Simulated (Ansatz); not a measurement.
# In3As (model cell, started as BiF3 type): phonons and vibrational spectra

How does In3As (model cell, started as BiF3 type) vibrate, and is this structure a minimum?

Program: Ansatz 0.2.0. Level of theory: DFT PBEsol, scalar-relativistic, plane waves, PAW. Results are calculated unless marked as measured.

Most raw output is cut from this account.

The structure was built from a prototype and need not be the compound's stable phase.

### 1. Set-up

It takes space group Fm-3m (No. 225, cubic). The conventional cell has a = 7.737 Å, b = 7.737 Å, c = 7.737 Å, α = 90.00°, β = 90.00°, γ = 90.00°. As has 8 In at 3.35 Å nearest. Nearest to In lie 4 As at 3.35 Å and 4 In at 3.35 Å. Nearest to In lie 8 In at 3.35 Å. Farther neighbours are not listed.

### 2. Bringing the structure to rest, k-mesh 8×8×8

The cell and atoms are relaxed, since residual forces and stress would shift the frequencies.

File input.yaml:

```yaml
crystal:
  lattice:
    - [0.0, 3.86825, 3.86825]
    - [3.86825, 0.0, 3.86825]
    - [3.86825, 3.86825, 0.0]
  atoms:
    - { symbol: As, position: [0.0, 0.0, 0.0] }
    - { symbol: In, position: [0.25, 0.25, 0.25] }
    - { symbol: In, position: [0.75, 0.75, 0.75] }
    - { symbol: In, position: [0.5, 0.5, 0.5] }
kpoints:
  mp_grid: { grid: [8, 8, 8] }
hamiltonian:
  xc: pbesol
scf:
  occupations: { method: gaussian, width: 0.1 }
output:
  forces: true
  stress: true
  eigenvalues: true
relax:
  adjacent_minimum: "off"
  f_tol: 0.005
  max_steps: 80
  cell: { stress_tol: 0.05 }
```

Run with:

```bash
$ ansatz run input.yaml --threads 4 --pin off --max-ram 7168MiB --backend cpu --events-out ev --progress --plain --runs-dir out
```

The job ended after 18 s (4 threads of Arm Neoverse N1, shared host; peak memory 0.5 GiB; 64 s of CPU time).

Step by step:

```csv
step,energy less that of the first step (eV),largest force component (eV/Å),pressure (GPa),volume (Å³)
1,0.0000,0.0000,-5.98,115.76
2,-0.4433,0.0000,-2.05,99.65
3,-0.4619,0.0000,1.51,92.91
4,-0.4727,0.0000,-0.01,95.44
5*,-0.4696,0.0000,-0.04,95.44
```

Relaxation steps marked * repeat the geometry before them on a plane-wave basis chosen anew for their cell, so energy and pressure can jump there.

Forces are held to the 48 operations that the run works with; a distortion that breaks them can't arise in this run.

```csv
"conventional cell, symmetrised",before,after,change
a (Å),7.737,7.254,-6.2 %
b (Å),7.737,7.254,-6.2 %
c (Å),7.737,7.254,-6.2 %
volume (Å³/atom),28.94,23.86,-17.6 %
```

This step gave:

```
pressure          : -0.04009 GPa
volume per atom   : 23.86 Å³
gap on the k-mesh : 0 eV
```

In this step the volume went from 28.94 to 23.86 Å³/atom.

### 3. Bringing the structure to rest, k-mesh 10×10×10

The relaxation is repeated from its end, on the mesh and smearing that suit the cell and gap now reached.

input.yaml, the sections that differ from step 2:

```yaml
crystal:
  lattice:
    - [0.0, 3.6271839627, 3.6271839627]
    - [3.6271839627, 0.0, 3.6271839627]
    - [3.6271839627, 3.6271839627, 0.0]
  atoms:
    - { symbol: As, position: [0.0, 0.0, 0.0] }
    - { symbol: In, position: [0.25, 0.25, 0.25] }
    - { symbol: In, position: [0.75, 0.75, 0.75] }
    - { symbol: In, position: [0.5, 0.5, 0.5] }
kpoints:
  mp_grid: { grid: [10, 10, 10] }
output:
  forces: true
  stress: true
  eigenvalues: true
  write_density: true
  write_potential: true
  elf: true
  volumetric_format: npy
# hamiltonian, scf, relax: as in step 2
```

The job ended after 21 s (4 threads; peak memory 0.5 GiB).

Step by step:

```csv
step,energy less that of the first step (eV),largest force component (eV/Å),pressure (GPa),volume (Å³)
1,0.0000,0.0000,0.58,95.44
2,-0.0016,0.0000,-0.11,96.79
3,-0.0017,0.0000,0.00,96.57
4*,-0.0020,0.0000,0.00,96.57
```

Relaxation steps marked * repeat the geometry before them on a plane-wave basis chosen anew for their cell, so energy and pressure can jump there.

The run keeps the 48 symmetry operations that it works with, so distortions that break them were not tested.

```csv
"conventional cell, symmetrised",before,after,change
a (Å),7.254,7.283,+0.4 %
b (Å),7.254,7.283,+0.4 %
c (Å),7.254,7.283,+0.4 %
volume (Å³/atom),23.86,24.14,+1.2 %
```

Final coordinates:

```xyz
4
Lattice="0.0000 3.6414 3.6414 3.6414 0.0000 3.6414 3.6414 3.6414 0.0000" Properties=species:S:1:pos:R:3 pbc="T T T"
As    0.0000    0.0000    0.0000
In    1.8207    1.8207    1.8207
In    5.4621    5.4621    5.4621
In    3.6414    3.6414    3.6414
```

This step gave:

- pressure: -0.003183 GPa
- volume per atom: 24.14 Å³

In this step the volume went from 23.86 to 24.14 Å³/atom.

### 4. Relaxing to small forces for the phonons

Phonons need a cell at rest on their own settings, so the relaxation is repeated with tight tolerances on forces and stress on the k mesh and occupations of the first response run.

File input.yaml:

```yaml
crystal:
  lattice:
    - [0.0, 3.6413764221, 3.6413764221]
    - [3.6413764221, 0.0, 3.6413764221]
    - [3.6413764221, 3.6413764221, 0.0]
  atoms:
    - { symbol: As, position: [0.0, 0.0, 0.0] }
    - { symbol: In, position: [0.25, 0.25, 0.25] }
    - { symbol: In, position: [0.75, 0.75, 0.75] }
    - { symbol: In, position: [0.5, 0.5, 0.5] }
kpoints:
  mp_grid: { grid: [10, 10, 10] }
hamiltonian:
  xc: pbesol
scf:
  occupations: { method: methfessel_paxton, width: 0.15 }
output:
  forces: true
  stress: true
  eigenvalues: true
relax:
  adjacent_minimum: "off"
  f_tol: 0.001
  max_steps: 60
  cell: { stress_tol: 0.01 }
```

Wall time 15 s (4 threads); peak memory 0.49 GiB.

Little changed from the start: no atom moved by 0.005 Å and no cell edge by 0.1 %.

This step gave:

```yaml
pressure: -0.003261 GPa
volume_per_atom: 24.15 Å³
```

The forces vanish by symmetry and the pressure is -0.003 GPa, within the tolerances set. The cell now holds 24.15 Å³/atom.

### 5. Modes at Γ

The zone centre comes first: it holds the modes that light can see, as far as symmetry allows. No field response is asked, since the mesh shows no gap.

input.yaml, the sections that differ from step 4:

```yaml
crystal:
  lattice:
    - [0.0, 3.6418882994, 3.6418882994]
    - [3.6418882994, 0.0, 3.6418882994]
    - [3.6418882994, 3.6418882994, 0.0]
  atoms:
    - { symbol: As, position: [0.0, 0.0, 0.0] }
    - { symbol: In, position: [0.25, 0.25, 0.25] }
    - { symbol: In, position: [0.75, 0.75, 0.75] }
    - { symbol: In, position: [0.5, 0.5, 0.5] }
output:
  eigenvalues: true
phonons:
  method: dfpt
# kpoints, hamiltonian, scf: as in step 4
# relax: removed
```

Wall time 75 s (4 threads); peak memory 1.4 GiB; 4.5 min of CPU time.

This step gave:

```yaml
sum_rule_residual_before_enforcement: 2.63e-5 eV/Å²
point_group: m-3m
highest_optical_mode_at_the_zone_centre_no_lo_to_term: 96.81 cm⁻¹
lowest_optical_zone_centre_mode: 67.01 cm⁻¹
```

Patterns of degenerate modes are one choice out of their space. Modes at Γ, with each element's share of the kinetic energy:

```csv
mode,frequency (cm⁻¹),symmetry,As %,In %
1,0.0,acoustic,18,82
2,0.0,acoustic,18,82
3,0.0,acoustic,18,82
4,67.0,T1u,74,26
5,67.0,T1u,74,26
6,67.0,T1u,74,26
7,80.8,T2g,0,100
8,80.8,T2g,0,100
9,80.8,T2g,0,100
10,96.8,T1u,8,92
11,96.8,T1u,8,92
12,96.8,T1u,8,92
```

Displacements in mode 6 (67.0 cm⁻¹), the largest set to 1:
```
As1  0.00  0.25  1.00
In2  0.00 -0.02 -0.10
In3  0.00 -0.02 -0.10
In4  0.00 -0.11 -0.46
```

Displacements in mode 7 (80.8 cm⁻¹), the largest set to 1:
```
As1  0.00  0.00  0.00
In2 -0.81  0.57  1.00
In3  0.81 -0.57 -1.00
In4  0.00  0.00  0.00
```

Before it was imposed, the acoustic sum rule was missed by 2.6e-5 eV/Å². Small misses are needed for a sound result but don't prove that mesh and cutoff are converged. The lowest optical mode is real, 67.0 cm⁻¹.

### 6. Phonons on a q mesh

Stability and thermal properties need the whole zone. Linear response on a 2×2×2 q mesh gives force constants as far as a supercell of that size would.

Changes to input.yaml since step 5:

```diff
@@ -20 +20,8 @@
   method: dfpt
+  qmesh: [2, 2, 2]
+  temperatures: { t_max: 1000, t_step: 50 }
+  qpath:
+    path:
+      - [[0.0, 0.0, 0.0], [0.5, 0.0, 0.5], [0.625, 0.25, 0.625]]
+      - [[0.375, 0.375, 0.75], [0.0, 0.0, 0.0], [0.5, 0.5, 0.5], [0.5, 0.25, 0.75], [0.5, 0.0, 0.5]]
+    npoints: 10
```

Run time: 6.5 min. Hardware: 4 threads; peak memory 2.4 GiB.

This step gave:

```yaml
sum_rule_residual_before_enforcement: 3.61e-5 eV/Å²
lowest_frequency_on_the_path: -85.96 cm⁻¹
highest_frequency_on_the_path_or_at_a_solved_wavevector: 115.6 cm⁻¹
lowest_mode_on_the_q_mesh_acoustic_modes_at_gamma_apart: -85.96 cm⁻¹
```

Frequencies (cm⁻¹) solved at each irreducible wavevector; negative means imaginary. Frequencies by wavevector, by row:

```csv
q in reciprocal lattice units,star,mode 1,mode 2,mode 3,mode 4,mode 10,mode 11,mode 12
0 0 0,1,0,0,0,67,96.8,96.8,96.8
0 0 -0.5,4,-86,-23.3,-23.3,16.5,92.6,98.4,98.4
0 -0.5 -0.5,3,-83.8,-47.5,-47.5,7.8,80.5,115.6,115.6
```

Interpolated from a 2×2×2 q mesh. Phonon branches along the path, in cm⁻¹:

```csv
point,branch 1,branch 2,branch 3,branch 4,branch 9,branch 10,branch 11,branch 12
Γ,0,0,0,67,81,97,97,97
halfway,-44,-25,-25,31,73,91,105,105
X,-84,-48,-48,8,73,80,116,116
halfway,-82,-53,-46,8,79,82,113,114
U,-76,-64,-42,12,84,88,107,110
jump to K,-76,-64,-42,12,84,88,107,110
halfway,-54,-33,-26,27,74,98,99,100
Γ,0,0,0,67,81,97,97,97
halfway,-46,-20,-20,39,78,97,97,98
L,-86,-23,-23,16,71,93,98,98
halfway,-80,-52,-35,12,78,97,99,104
W,-70,-70,-49,-13,87,99,99,109
halfway,-80,-55,-48,-7,83,84,111,113
X,-84,-48,-48,8,73,80,116,116
```

The phonon density of states has structure finer than the step of the table below, so its rows give means over 10 cm⁻¹, whole bins alone (the curve runs from -87 to 115 cm⁻¹). Peaks (cm⁻¹: height): -77.0: 0.0784, -31.0: 0.0583, 17.0: 0.0943, 35.0: 0.0771, 71.0: 0.151, 99.0: 0.212.

Tetrahedra on a 16×16×16 mesh, mean over bins of 2 cm-1. Interpolated from a 2×2×2 q mesh. The phonon density of states by wavenumber; means over each step:

wavenumber (cm⁻¹), phonon density of states (1/cm⁻¹/cell) and a bar:
```
      -80      0.045 ######
      -70      0.035 #####
      -60      0.031 ####
      -50      0.038 #####
      -40      0.056 #########
      -30      0.057 #########
      -20      0.027 ###
      -10      0.012 
        0      0.010 
       10      0.042 ######
       20      0.079 #############
       30      0.049 #######
       40      0.066 ##########
       50      0.053 ########
       60      0.106 ##################
       70      0.128 ######################
       80      0.067 ###########
       90      0.053 ########
      100      0.171 ##############################
      110      0.073 ############
```

Phonopy on the run's constants, 13x13x13 mesh, Gaussian sigma 2.0 cm-1. Interpolated from a 2×2×2 q mesh. Table of partial phonon density of states by wavenumber; read off at these points; values in 1/cm⁻¹/cell:

```csv
wavenumber (cm⁻¹),As,In
-95.0,0,0
-90.0,2.2e-4,0
-85.0,0.0105,1.4e-4
-80.0,0.0449,9.2e-4
-76.8,0.0635,0.00153
-75.0,0.0595,0.00155
-70.0,0.0297,9.1e-4
-65.0,0.0259,0.00100
-60.0,0.0289,0.00143
-55.0,0.0306,0.00195
-50.0,0.029,0.00235
-45.0,0.0528,0.00517
-44.4,0.0541,0.00545
-40.0,0.0461,0.00728
-35.0,0.0421,0.0134
-30.0,0.0380,0.0193
-25.0,0.0260,0.0243
-20.0,0.0104,0.0173
-15.0,0.00451,0.0103
-10.0,0.00100,0.0124
-5.0,2.9e-4,0.00755
0.0,2.2e-4,0.00391
5.0,6.3e-4,0.0159
10.0,0.00237,0.0456
15.0,0.00272,0.0684
20.0,0.00509,0.0699
25.0,0.00898,0.0530
30.0,0.00791,0.0346
35.0,0.00874,0.0544
40.0,0.00993,0.0641
45.0,0.00662,0.0382
50.0,0.0122,0.0391
55.0,0.00695,0.0824
60.0,0.00736,0.100
65.0,0.00666,0.106
70.0,0.00731,0.133
75.0,0.00610,0.0927
80.0,0.00446,0.0623
85.0,0.00129,0.0356
90.0,0.00127,0.0416
95.0,0.00368,0.137
99.2,0.00304,0.191
100.0,0.00279,0.184
105.0,0.00206,0.116
110.0,0.00190,0.0735
115.0,7.3e-4,0.0192
120.0,1.6e-5,3.1e-4
125.0,0,0
```

Symmetry leaves 3 wavevectors to solve. The lowest mode among them, the acoustic zeros apart, lies at q = (0, 0, -0.5) and is imaginary, 86.0i cm⁻¹, so the energy falls along it.

### 7. Another isotope

An isotope changes the mass and not the force constants, so no new electronic calculation is needed; the shifts show which modes move this element.

The same force constants with the mass of In changed from 114.818 to 112.904 u (phonopy, no LO-TO term). Both lists are sorted by frequency; levels can cross, so a row need not hold one and the same mode. Modes under 3 cm⁻¹ are left out. Isotope shifts, by row:

```csv
q,rank,natural mass (cm⁻¹),changed mass (cm⁻¹)
0 0 0,4,67.01,67.15
0 0 0,5,67.01,67.15
0 0 0,6,67.01,67.15
0 0 0,7,80.8,81.48
0 0 0,8,80.8,81.48
0 0 0,9,80.8,81.48
0 0 0,10,96.81,97.56
0 0 0,11,96.81,97.56
0 0 0,12,96.81,97.56
0 0 -0.5,1,-85.96,-85.96
0 0 -0.5,2,-23.33,-23.36
0 0 -0.5,3,-23.33,-23.36
0 0 -0.5,4,16.52,16.66
0 0 -0.5,5,16.52,16.66
0 0 -0.5,6,35.53,35.83
0 0 -0.5,7,69.9,70.48
0 0 -0.5,8,71.35,71.87
0 0 -0.5,9,71.35,71.87
0 0 -0.5,10,92.61,93.39
0 0 -0.5,11,98.39,99.22
0 0 -0.5,12,98.39,99.22
0 -0.5 -0.5,1,-83.75,-83.76
0 -0.5 -0.5,2,-47.46,-47.48
0 -0.5 -0.5,3,-47.46,-47.48
0 -0.5 -0.5,4,7.81,7.88
0 -0.5 -0.5,5,7.81,7.88
0 -0.5 -0.5,6,53.99,54.45
0 -0.5 -0.5,7,57.56,58.05
0 -0.5 -0.5,8,57.56,58.05
0 -0.5 -0.5,9,73.35,73.96
0 -0.5 -0.5,10,80.54,81.22
0 -0.5 -0.5,11,115.6,116.5
0 -0.5 -0.5,12,115.6,116.5
```

A mode of this element alone would shift by +0.84 %. The highest zone-centre frequency without the field goes from 96.8 to 97.6 cm⁻¹ (+0.8 %). The product of the frequency ratios over all optical modes at Γ is 1.056; the product rule, (m/m′)^(3k/2) (M′/M)^(3/2) with k = 3 such atoms and M the mass of the cell, gives 1.057.

### 8. Summary of results

```json
{
 "space group after relaxation (within 0.01 Å)": "Fm-3m",
 "volume per atom": "24.2 Å³",
 "electronic character": "no gap on this mesh",
 "highest optical mode at the zone centre (no LO-TO term)": "96.8 cm⁻¹",
 "lowest optical zone-centre mode": "67.0 cm⁻¹",
 "lowest mode on the q mesh (acoustic modes at Γ apart)": "-86.0 cm⁻¹",
 "highest frequency on the path or at a solved wavevector": "116 cm⁻¹",
 "imaginary modes on the 2×2×2 q mesh": "yes"
}
```

**Reading.** Modes are clearly imaginary (beyond 10i cm⁻¹) at 2 of the 3 irreducible wavevectors, most at q = (0, 0, -0.5) (86.0i cm⁻¹), so this structure is not a minimum of the energy. The optical modes at Γ span 67 to 97 cm⁻¹. The highest mode in this list at Γ, 96.8 cm⁻¹, is mostly motion of In (92 % of the kinetic energy). With no gap, or one that is small against the smearing, the frequencies hang on the k mesh and the smearing, most of all near Kohn anomalies. The starting cell was built on a prototype and not taken from a measurement, so the phase need not exist. These are harmonic frequencies at zero temperature: anharmonic shifts, linewidths and thermal expansion are left out.

[Logs are printed without paths, hosts, clocks, repeated set-up lines and the standing remarks that a program may print on its own settings, such as how far it seeks lower states.]

[Hosts, paths, dates, database ids (printed as entryN), source tags and the programs' standing remarks are cut or masked in the printed files.]
